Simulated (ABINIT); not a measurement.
## SiO2 (Quartz): changed settings of a GW run in ABINIT

A base run on SiO2 (Quartz), then changed inputs.

Calculated with ABINIT 10.8.3; LDA and many-body steps on it, plane waves.

## (1) The structure

It takes space group P3_121 (No. 152, trigonal). The conventional cell has a = 4.916 Å, b = 4.916 Å, c = 5.409 Å, α = 90.00°, β = 90.00°, γ = 120.00°. Nearest to Si lie 4 O at 1.61 Å. O has 2 Si at 1.61 Å nearest. Farther neighbours and most contacts between anions are not listed.

The cell and positions come from the Crystallography Open Database and are kept as given unless a step says otherwise.

## (2) Screening, 3×3×2 mesh, 93 bands, screening to 108.8 eV

This step: ABINIT 10.8.3; RPA screening on LDA, plane waves, norm-conserving pseudopotentials.

The RPA dielectric matrix is built and inverted for each q.

The input, run.abi:

```
acell 3*1.0 Angstrom
rprim 
  4.915799999986 0.000000000003 0.000000000000
  -2.457899999996 4.257207679910 0.000000000000
  0.000000000000 0.000000000000 5.409100000000
ntypat 2
znucl 14 8
natom 9
typat 1 1 1 2 2 2 2 2 2
xred 
  0.530300000000 0.000000000000 0.333333333333
  0.000000000000 0.530300000000 0.666666666667
  0.469700000000 0.469700000000 -0.000000000000
  0.146200000000 0.414200000000 0.881000000000
  0.585800000000 0.732000000000 0.214333333333
  0.268000000000 0.853800000000 0.547666666667
  0.414200000000 0.146200000000 0.119000000000
  0.732000000000 0.585800000000 0.785666666667
  0.853800000000 0.268000000000 0.452333333333
pp_dirpath "pseudos"
pseudos "Si.upf, O.upf"
ecut 36
ngkpt 3 3 2
nshiftk 1
shiftk 0 0 0
kptopt 1
chksymbreak 0
istwfk *1
occopt 1
irdwfk 1
optdriver 3
nband 93
ecuteps 4
inclvkb 2
awtr 1
symchi 1
indata_prefix "in"
outdata_prefix "out"
tmpdata_prefix "tmp"
```

The run is started by

```
> OMP_NUM_THREADS=1 mpirun -n 4 abinit run.abi > log
```

The log of the run:

```text
.Version 10.8.3 of ABINIT. v10.8.2 released Aug 2026.

 Symmetries : space group P3_1 2 1 (#152); Bravais hP (primitive hexag.)
[... echo of the input left out ...]
== DATASET  1 ==================================================================
-   mpi_nproc: 4, omp_nthreads: 1 (-1 if OMP is not activated)

--- !DatasetInfo
iteration_state: {dtset: 1, }
dimensions: {natom: 9, nkpt: 6, mband: 93, nsppol: 1, nspinor: 1, nspden: 1, mpw: 7935, }
cutoff_energies: {ecut:  36.0, pawecutdg:  -1.0, }
electrons: {nelect:   4.80000000E+01, charge:   0.00000000E+00, occopt:   1.00000000E+00, tsmear:   1.00000000E-02, }

 SCREENING: Calculation of the susceptibility and dielectric matrices

 Based on a program developped by R.W. Godby, V. Olevano, G. Onida, and L. Reining.
 Incorporated in ABINIT by V. Olevano, G.-M. Rignanese, and M. Torrent.
.Using double precision arithmetic ; gwpc =  8

[... cell and pseudopotentials left out ...]
--------------------------------------------------------------------------------

 ==== K-mesh for the wavefunctions ====
 Number of points in the irreducible wedge :     6
[... list of points left out ...]
 Together with  6 symmetry operations and time-reversal symmetry
 yields    18 points in the full Brillouin Zone.

 ==== Q-mesh for the screening function ====
 Number of points in the irreducible wedge :     6
[... list of points left out ...]
 Together with  6 symmetry operations and time-reversal symmetry
 yields    18 points in the full Brillouin Zone.

 setmesh: FFT mesh size selected  =    36x   36x   45
          total number of points  =        58320

 vcoul_init : cutoff-mode = AUXILIARY_FUNCTION
 q-points for optical limit:   1
     1)      0.000010    0.000020    0.000030

- screening: taking advantage of time-reversal symmetry
- Maximum band index for partially occupied states nbvw = 24
- Remaining bands to be divided among processors   nbcw = 69
- Number of bands treated by each node ~17

 Number of electrons calculated from density =   48.0000; Expected =   48.0000
 average of density, n =  0.062835
 r_s =    1.5604
 omega_plasma =   24.1800 [eV]

 calculating chi0 at frequencies [eV] :
  1    0.000000E+00    0.000000E+00
  2    0.000000E+00    2.417998E+01

--------------------------------------------------------------------------------
  q-point number  1        q = ( 0.000000, 0.000000, 0.000000) [r.l.u.]
--------------------------------------------------------------------------------
[... chi0 elements left out ...]
 For q-point:  0.000010 0.000020 0.000030
  dielectric constant =   2.3853
  dielectric constant without local fields =   2.5646

  Average fulfillment of the sum rule on Im[epsilon] for q-point    1 :     42.57  [%]
[... wings left out ...]
  q-point number  2        q = ( 0.333333, 0.000000, 0.000000) [r.l.u.]
--------------------------------------------------------------------------------
[... chi0 elements left out ...]
  Average fulfillment of the sum rule on Im[epsilon] for q-point    2 :     51.47  [%]

 [... 4 further q-points ...]
```

Run time: 55 s. Hardware: 4 MPI ranks of Arm Neoverse V1, shared host; peak memory 1.6 GiB.

Numbers from this step:

| Quantity | Value |
| --- | --- |
| ε∞ with local fields, on this mesh, along the program's q direction | 2.385 |
| the same without local fields | 2.565 |
| plasma frequency | 24.18 eV |
| plane waves in the screening matrix | 303 |

Local fields lower ε∞ by 7 %. On a Γ-centred mesh this coarse the value itself is usually too large, while a short band sum pulls it down.

## (3) Base

The self-energy is evaluated for the states that the input lists, and the levels follow from it, in one-shot runs by the linearised quasiparticle equation.

This step: G0W0 on LDA, plane waves, norm-conserving pseudopotentials.

Edit run.abi of step 2 so:

```diff
@@ -30,8 +30,17 @@
 irdwfk 1
-optdriver 3
+optdriver 4
 nband 93
+gwcalctyp 0
+ecutsigx 36
+symsigma 1
+nkptgw 2
+kptgw 
+  0.3333333333 0.3333333333 0.0000000000
+  0.0000000000 0.0000000000 0.0000000000
+bdgw 
+  22 26
+  23 27
 ecuteps 4
-inclvkb 2
-awtr 1
-symchi 1
+irdscr 1
+ppmodel 1
 indata_prefix "in"
```

The log of the run:

```text
.Version 10.8.3 of ABINIT. v10.8.2 released Aug 2026.

 Symmetries : space group P3_1 2 1 (#152); Bravais hP (primitive hexag.)
[... echo of the input left out ...]
== DATASET  1 ==================================================================
-   mpi_nproc: 4, omp_nthreads: 1 (-1 if OMP is not activated)

--- !DatasetInfo
iteration_state: {dtset: 1, }
dimensions: {natom: 9, nkpt: 6, mband: 93, nsppol: 1, nspinor: 1, nspden: 1, mpw: 7935, }
cutoff_energies: {ecut:  36.0, pawecutdg:  -1.0, }
electrons: {nelect:   4.80000000E+01, charge:   0.00000000E+00, occopt:   1.00000000E+00, tsmear:   1.00000000E-02, }

 SIGMA: Calculation of the GW corrections

 Based on a program developped by R.W. Godby, V. Olevano, G. Onida, and L. Reining.
 Incorporated in ABINIT by V. Olevano, G.-M. Rignanese, and M. Torrent.
.Using double precision arithmetic ; gwpc =  8

[... cell and pseudopotentials left out ...]
--------------------------------------------------------------------------------

 ==== K-mesh for the wavefunctions ====
 Number of points in the irreducible wedge :     6
[... list of points left out ...]
 Together with  6 symmetry operations and time-reversal symmetry
 yields    18 points in the full Brillouin Zone.

 ==== Q-mesh for screening function ====
 Number of points in the irreducible wedge :     6
[... list of points left out ...]
 Together with  6 symmetry operations and time-reversal symmetry
 yields    18 points in the full Brillouin Zone.

 vcoul_init : cutoff-mode = AUXILIARY_FUNCTION
 q-points for optical limit:   1
     1)      0.000010    0.000020    0.000030
 setmesh: FFT mesh size selected  =    45x   45x   60
          total number of points  =       121500

 Number of electrons calculated from density =   48.0000; Expected =   48.0000
 average of density, n =  0.062835
 r_s =    1.5604
 omega_plasma =   24.1800 [eV]

 === KS Band Gaps ===
  >>>> For spin  1
   Minimum direct gap =   6.1255 [eV], located at k-point      :   0.0000  0.0000  0.0000
   Fundamental gap    =   5.8014 [eV], Top of valence bands at :   0.3333  0.3333  0.0000
                                       Bottom of conduction at :   0.0000  0.0000  0.0000
 SIGMA fundamental parameters:
 PLASMON POLE MODEL  1
 number of plane-waves for SigmaX                 7935
 number of plane-waves for SigmaC and W            303
 number of plane-waves for wavefunctions          7935
 number of bands                                    93
 number of independent spin polarizations            1
 number of spinorial components                      1
 number of k-points in IBZ                           6
 number of q-points in IBZ                           6
 number of symmetry operations                       6
 number of k-points in BZ                           18
 number of q-points in BZ                           18
 number of frequencies for dSigma/dE                 9
 frequency step for dSigma/dE [eV]                0.25
 number of omega for Sigma on real axis              0
 max omega for Sigma on real axis  [eV]           0.00
 zcut for avoiding poles [eV]                     0.10

 EPSILON^-1 parameters (SCR file):
 dimension of the eps^-1 matrix on file            303
 dimension of the eps^-1 matrix used               303
 number of plane-waves for wavefunctions          7935
 number of bands                                    93
 number of q-points in IBZ                           6
 number of frequencies                               2
 number of real frequencies                          1
 number of imag frequencies                          1

 matrix elements of self-energy operator (all in [eV])

 Perturbative Calculation

--- !SelfEnergy_ee
iteration_state: {dtset: 1, }
kpoint     : [   0.333,    0.333,    0.000, ]
spin       : 1
KS_gap     :    8.700
QP_gap     :   12.074
Delta_QP_KS:    3.374
data: !SigmaeeData |
     Band     E0 <VxcDFT>   SigX SigC(E0)      Z dSigC/dE  Sig(E)    E-E0       E
       22  -0.320 -19.498 -25.458   4.423   0.816  -0.226 -20.751  -1.253  -1.574
       23  -0.320 -19.498 -25.458   4.423   0.816  -0.226 -20.751  -1.253  -1.574
       24   0.118 -19.840 -25.698   4.414   0.817  -0.224 -21.019  -1.179  -1.061
       25   8.818 -12.569  -7.108  -2.910   0.860  -0.163 -10.374   2.195  11.013
       26   8.818 -12.569  -7.108  -2.910   0.860  -0.163 -10.374   2.195  11.013

--- !SelfEnergy_ee
iteration_state: {dtset: 1, }
kpoint     : [   0.000,    0.000,    0.000, ]
spin       : 1
KS_gap     :    6.125
QP_gap     :    9.120
Delta_QP_KS:    2.995
data: !SigmaeeData |
     Band     E0 <VxcDFT>   SigX SigC(E0)      Z dSigC/dE  Sig(E)    E-E0       E
       23  -0.206 -19.281 -25.147   4.348   0.817  -0.224 -20.522  -1.241  -1.447
       24  -0.206 -19.281 -25.147   4.348   0.817  -0.224 -20.522  -1.241  -1.447
       25   5.920 -11.309  -6.475  -2.820   0.871  -0.148  -9.555   1.754   7.674
       26   9.156 -10.834  -5.307  -3.057   0.866  -0.154  -8.694   2.140  11.296
       27   9.156 -10.834  -5.307  -3.057   0.866  -0.154  -8.694   2.140  11.296

== END DATASET(S) ==============================================================
================================================================================

 -outvars: echo values of variables after computation  --------
           etotal      0.0000000000E+00
            nband          93
             nkpt           6
          spgroup         152
 [... the other variables as echoed above ...]

 Calculation completed.
```

Elapsed: 12 s, on 4 MPI ranks; peak memory 1.1 GiB; 47 s of CPU time.

This step gave:

```yaml
g0w0_gap_on_the_points_computed: 8.735 eV
starting_gap_on_the_mesh: 5.801 eV
k_of_the_valence_top: 0.3333, 0.3333, 0
k_of_the_conduction_bottom: 0, 0, 0
z_at_the_valence_top: 0.817
z_at_the_conduction_bottom: 0.871
least_direct_g0w0_gap_on_the_computed_points: 9.121 eV
```

The gap on the mesh goes from 5.80 eV to 8.73 eV, a correction of +2.93 eV.

## (4) Scissors in G

Edit run.abi of step 3 so:

```diff
@@ -45,2 +45,3 @@
 ppmodel 1
+mbpt_sciss 0.5 eV
 indata_prefix "in"
```

The log of the run:

```text
.Version 10.8.3 of ABINIT. v10.8.2 released Aug 2026.

 Symmetries : space group P3_1 2 1 (#152); Bravais hP (primitive hexag.)
[... echo of the input left out ...]
== DATASET  1 ==================================================================
-   mpi_nproc: 4, omp_nthreads: 1 (-1 if OMP is not activated)

--- !DatasetInfo
iteration_state: {dtset: 1, }
dimensions: {natom: 9, nkpt: 6, mband: 93, nsppol: 1, nspinor: 1, nspden: 1, mpw: 7935, }
cutoff_energies: {ecut:  36.0, pawecutdg:  -1.0, }
electrons: {nelect:   4.80000000E+01, charge:   0.00000000E+00, occopt:   1.00000000E+00, tsmear:   1.00000000E-02, }

 SIGMA: Calculation of the GW corrections

 Based on a program developped by R.W. Godby, V. Olevano, G. Onida, and L. Reining.
 Incorporated in ABINIT by V. Olevano, G.-M. Rignanese, and M. Torrent.
.Using double precision arithmetic ; gwpc =  8

[... cell and pseudopotentials left out ...]
--------------------------------------------------------------------------------

 ==== K-mesh for the wavefunctions ====
 Number of points in the irreducible wedge :     6
[... list of points left out ...]
 Together with  6 symmetry operations and time-reversal symmetry
 yields    18 points in the full Brillouin Zone.

 ==== Q-mesh for screening function ====
 Number of points in the irreducible wedge :     6
[... list of points left out ...]
 Together with  6 symmetry operations and time-reversal symmetry
 yields    18 points in the full Brillouin Zone.

 vcoul_init : cutoff-mode = AUXILIARY_FUNCTION
 q-points for optical limit:   1
     1)      0.000010    0.000020    0.000030
 setmesh: FFT mesh size selected  =    45x   45x   60
          total number of points  =       121500

 Number of electrons calculated from density =   48.0000; Expected =   48.0000
[...]
max omega for Sigma on real axis  [eV]           0.00
 zcut for avoiding poles [eV]                     0.10
 scissor energy [eV]                              0.50

 EPSILON^-1 parameters (SCR file):
 dimension of the eps^-1 matrix on file            303
 dimension of the eps^-1 matrix used               303
 number of plane-waves for wavefunctions          7935
 number of bands                                    93
 number of q-points in IBZ                           6
 number of frequencies                               2
 number of real frequencies                          1
 number of imag frequencies                          1

 matrix elements of self-energy operator (all in [eV])

 Perturbative Calculation

--- !SelfEnergy_ee
iteration_state: {dtset: 1, }
kpoint     : [   0.333,    0.333,    0.000, ]
spin       : 1
KS_gap     :    8.700
QP_gap     :   12.126
Delta_QP_KS:    3.426
data: !SigmaeeData |
     Band     E0 <VxcDFT>   SigX SigC(E0)      Z dSigC/dE  Sig(E)    E-E0       E
       22  -0.320 -19.498 -25.458   4.435   0.816  -0.225 -20.742  -1.244  -1.564
       23  -0.320 -19.498 -25.458   4.435   0.816  -0.225 -20.742  -1.244  -1.564
       24   0.118 -19.840 -25.698   4.426   0.817  -0.224 -21.010  -1.170  -1.051
[...]
--- !SelfEnergy_ee
iteration_state: {dtset: 1, }
kpoint     : [   0.000,    0.000,    0.000, ]
spin       : 1
KS_gap     :    6.125
QP_gap     :    9.168
Delta_QP_KS:    3.042
data: !SigmaeeData |
     Band     E0 <VxcDFT>   SigX SigC(E0)      Z dSigC/dE  Sig(E)    E-E0       E
[...]
26   9.156 -10.834  -5.307  -3.065   0.867  -0.154  -8.634   2.200  11.356
       27   9.156 -10.834  -5.307  -3.065   0.867  -0.154  -8.634   2.200  11.356

== END DATASET(S) ==============================================================
================================================================================

 -outvars: echo values of variables after computation  --------
           etotal      0.0000000000E+00
            nband          93
             nkpt           6
          spgroup         152
 [... the other variables as echoed above ...]

 Calculation completed.
```

It took 12 s on 4 MPI ranks; peak memory 1.1 GiB; 46 s of CPU time.

Numbers from this step:

| Item | Value |
| --- | --- |
| G0W0 gap on the points computed | 8.781 eV |
| starting gap on the mesh | 5.801 eV |
| k of the valence top | 0.3333, 0.3333, 0 |
| k of the conduction bottom | 0, 0, 0 |
| Z at the valence top | 0.817 |
| Z at the conduction bottom | 0.871 |
| least direct G0W0 gap on the computed points | 9.167 eV |

## (5) Fewer bands in the self-energy

Edit run.abi of step 4 so:

```diff
@@ -31,3 +31,3 @@
 optdriver 4
-nband 93
+nband 34
 gwcalctyp 0
@@ -45,3 +45,2 @@
 ppmodel 1
-mbpt_sciss 0.5 eV
 indata_prefix "in"
```

The log of the run:

```text
.Version 10.8.3 of ABINIT. v10.8.2 released Aug 2026.

 Symmetries : space group P3_1 2 1 (#152); Bravais hP (primitive hexag.)
[... echo of the input left out ...]
== DATASET  1 ==================================================================
-   mpi_nproc: 4, omp_nthreads: 1 (-1 if OMP is not activated)

--- !DatasetInfo
iteration_state: {dtset: 1, }
dimensions: {natom: 9, nkpt: 6, mband: 34, nsppol: 1, nspinor: 1, nspden: 1, mpw: 7935, }
cutoff_energies: {ecut:  36.0, pawecutdg:  -1.0, }
electrons: {nelect:   4.80000000E+01, charge:   0.00000000E+00, occopt:   1.00000000E+00, tsmear:   1.00000000E-02, }

 SIGMA: Calculation of the GW corrections

 Based on a program developped by R.W. Godby, V. Olevano, G. Onida, and L. Reining.
 Incorporated in ABINIT by V. Olevano, G.-M. Rignanese, and M. Torrent.
.Using double precision arithmetic ; gwpc =  8

[... cell and pseudopotentials left out ...]
--------------------------------------------------------------------------------

 ==== K-mesh for the wavefunctions ====
 Number of points in the irreducible wedge :     6
[... list of points left out ...]
 Together with  6 symmetry operations and time-reversal symmetry
 yields    18 points in the full Brillouin Zone.

 ==== Q-mesh for screening function ====
 Number of points in the irreducible wedge :     6
[... list of points left out ...]
 Together with  6 symmetry operations and time-reversal symmetry
 yields    18 points in the full Brillouin Zone.

 vcoul_init : cutoff-mode = AUXILIARY_FUNCTION
 q-points for optical limit:   1
     1)      0.000010    0.000020    0.000030
 setmesh: FFT mesh size selected  =    45x   45x   60
          total number of points  =       121500

 Number of electrons calculated from density =   48.0000; Expected =   48.0000
[...]
number of omega for Sigma on real axis              0
 max omega for Sigma on real axis  [eV]           0.00
 zcut for avoiding poles [eV]                     0.10

 EPSILON^-1 parameters (SCR file):
 dimension of the eps^-1 matrix on file            303
 dimension of the eps^-1 matrix used               303
 number of plane-waves for wavefunctions          7935
 number of bands                                    93
 number of q-points in IBZ                           6
 number of frequencies                               2
 number of real frequencies                          1
 number of imag frequencies                          1

 matrix elements of self-energy operator (all in [eV])

 Perturbative Calculation

--- !SelfEnergy_ee
iteration_state: {dtset: 1, }
kpoint     : [   0.333,    0.333,    0.000, ]
spin       : 1
KS_gap     :    8.700
QP_gap     :   12.584
Delta_QP_KS:    3.884
data: !SigmaeeData |
     Band     E0 <VxcDFT>   SigX SigC(E0)      Z dSigC/dE  Sig(E)    E-E0       E
       22  -0.320 -19.498 -25.458   5.164   0.826  -0.211 -20.155  -0.657  -0.977
       23  -0.320 -19.498 -25.458   5.164   0.826  -0.211 -20.155  -0.657  -0.977
       24   0.118 -19.840 -25.698   5.142   0.826  -0.210 -20.432  -0.592  -0.474
[...]
--- !SelfEnergy_ee
iteration_state: {dtset: 1, }
kpoint     : [   0.000,    0.000,    0.000, ]
spin       : 1
KS_gap     :    6.125
QP_gap     :    9.336
Delta_QP_KS:    3.211
data: !SigmaeeData |
     Band     E0 <VxcDFT>   SigX SigC(E0)      Z dSigC/dE  Sig(E)    E-E0       E
[...]
26   9.156 -10.834  -5.307  -1.866   0.891  -0.122  -7.570   3.263  12.420
       27   9.156 -10.834  -5.307  -1.866   0.891  -0.122  -7.570   3.263  12.420

== END DATASET(S) ==============================================================
================================================================================

 -outvars: echo values of variables after computation  --------
           etotal      0.0000000000E+00
            nband          34
             nkpt           6
          spgroup         152
 [... the other variables as echoed above ...]

 Calculation completed.
```

It took 6.5 s on 4 MPI ranks; peak memory 0.89 GiB; 26 s of CPU time.

Numbers from this step:

| Item | Value |
| --- | --- |
| G0W0 gap on the points computed | 8.957 eV |
| starting gap on the mesh | 5.801 eV |
| k of the valence top | 0.3333, 0.3333, 0 |
| k of the conduction bottom | 0, 0, 0 |
| Z at the valence top | 0.826 |
| Z at the conduction bottom | 0.888 |
| least direct G0W0 gap on the computed points | 9.337 eV |

(Continued in part 2 of 2.)

[Paths, hosts, dates, memory and timing lines, banners, echoed tables and standing remarks are left out of the program output.]

[Logs are printed without paths, hosts, clocks, repeated set-up lines and the standing remarks that a program may print on its own settings, such as how far it seeks lower states.]

[Runs of the session that timed out or met a known fault of the program may be left out.]

[No measured gap is set beside runs whose start may be inverted or whose files or cutoffs have a known fault.]

[Hosts, paths, dates, database ids (printed as entryN), source tags and the programs' standing remarks are cut or masked in the printed files.]

[G0W0 gaps are taken among the corrected bands and points alone; a level outside them can change the order at an edge.]

[Where Ansatz stands beside ABINIT at settings called matched, ABINIT's density can come from a denser mesh and the files from another edition; pairs whose starting gaps differed by over 0.03 eV were left out, so agreement reads better than it is.]
